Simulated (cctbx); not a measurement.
# Symmetry from intensities

Cell: a = 5.1990 Å, b = 5.1990 Å, c = 7.9990 Å, α = 90.00°, β = 90.00°, γ = 120.00°. Expected content of the cell: Sn4 Mn6 Al2.

Simulated single-crystal data (cctbx): Cu Kα, λ = 1.54184 Å, to d = 0.83 Å, 95 % of the full sphere, strongest reflection 40000 counts, noise from counting, a 2 % proportional error and a noise floor of 2 counts (s.d.); no absorption.

A first pass over the reflections prints:

```text
1331 reflections to d = 0.832 A
centring   violations  <I/sigma> of those
    A        575 of   660     28.5
    B        570 of   654     28.6
    C        611 of   666     27.4
    I        574 of   658     28.4
    R        777 of   888     27.4
    F        878 of   990     28.2
Laue class    unique    Rint  (classes that these axes allow; Friedel mates merged)
P -1              698   0.015
P 1 1 2/m         381   0.018
P -3              239   0.019
P -3 1 m          146   0.020
P -3 m 1          162   0.020
P 6/m             133   0.020
P 6/m m m         101   0.020
space group    extra absences  I>4sigma  <I/sigma>
P 6 2 2                 0          0         -  acentric
P 63 2 2               10          0       0.1  acentric
P 6 m m                 0          0         -  acentric
P 63 m c              127          0       0.1  acentric
P -6 m 2                0          0         -  acentric
P -6 2 m                0          0         -  acentric
P -6 2 c              127          0       0.1  acentric
P 6/m m m               0          0         -  centric
P 63/m m c            127          0       0.1  centric
Wilson B = 0.19 A^2   <|E^2-1|> = 0.790 (0.968 centric, 0.736 acentric)   E^2>4: 0.0 %
shell (A)         n   <I/sigma>
 8.00 - 1.66     19     69.0
 1.66 - 1.32     11     90.6
 1.32 - 1.15     14     98.6
 1.15 - 1.05     11     95.8
 1.05 - 0.97     14     79.0
 0.97 - 0.92      8    116.3
 0.92 - 0.87      9     76.6
 0.87 - 0.83     15     89.7
```

Q: Read the symmetry from these tables.

Every centring test has many violations, so the lattice is primitive.

Rint stays low (0.015 to 0.020) up to P 6/m m m, the highest class in these axes.

9 settings pass the absence test. The most absences obeyed, 127, belong to P 63 m c, P -6 2 c and P 63/m m c, which absences can't tell apart.

⟨|E²−1|⟩ = 0.790 leans to a non-centrosymmetric structure. Here that hint misleads: the statistic assumes many like atoms on general positions, and few, heavy or special-position atoms break it. The Wilson B of 0.19 Å² means U ≈ 0.0024 Å².

The true group is P6_3/mmc (no. 194), Laue class 6/mmm, centrosymmetric. The tables only narrow the choice to the tied entries; cell content, site symmetry and trial solutions must settle it.

The model was made for the exercise: a known structure type with other elements put in, its volume estimated, not relaxed; displacement parameters are assumed.

[Logs are printed without paths, hosts, clocks, repeated set-up lines and the standing remarks that a program may print on its own settings, such as how far it seeks lower states.]
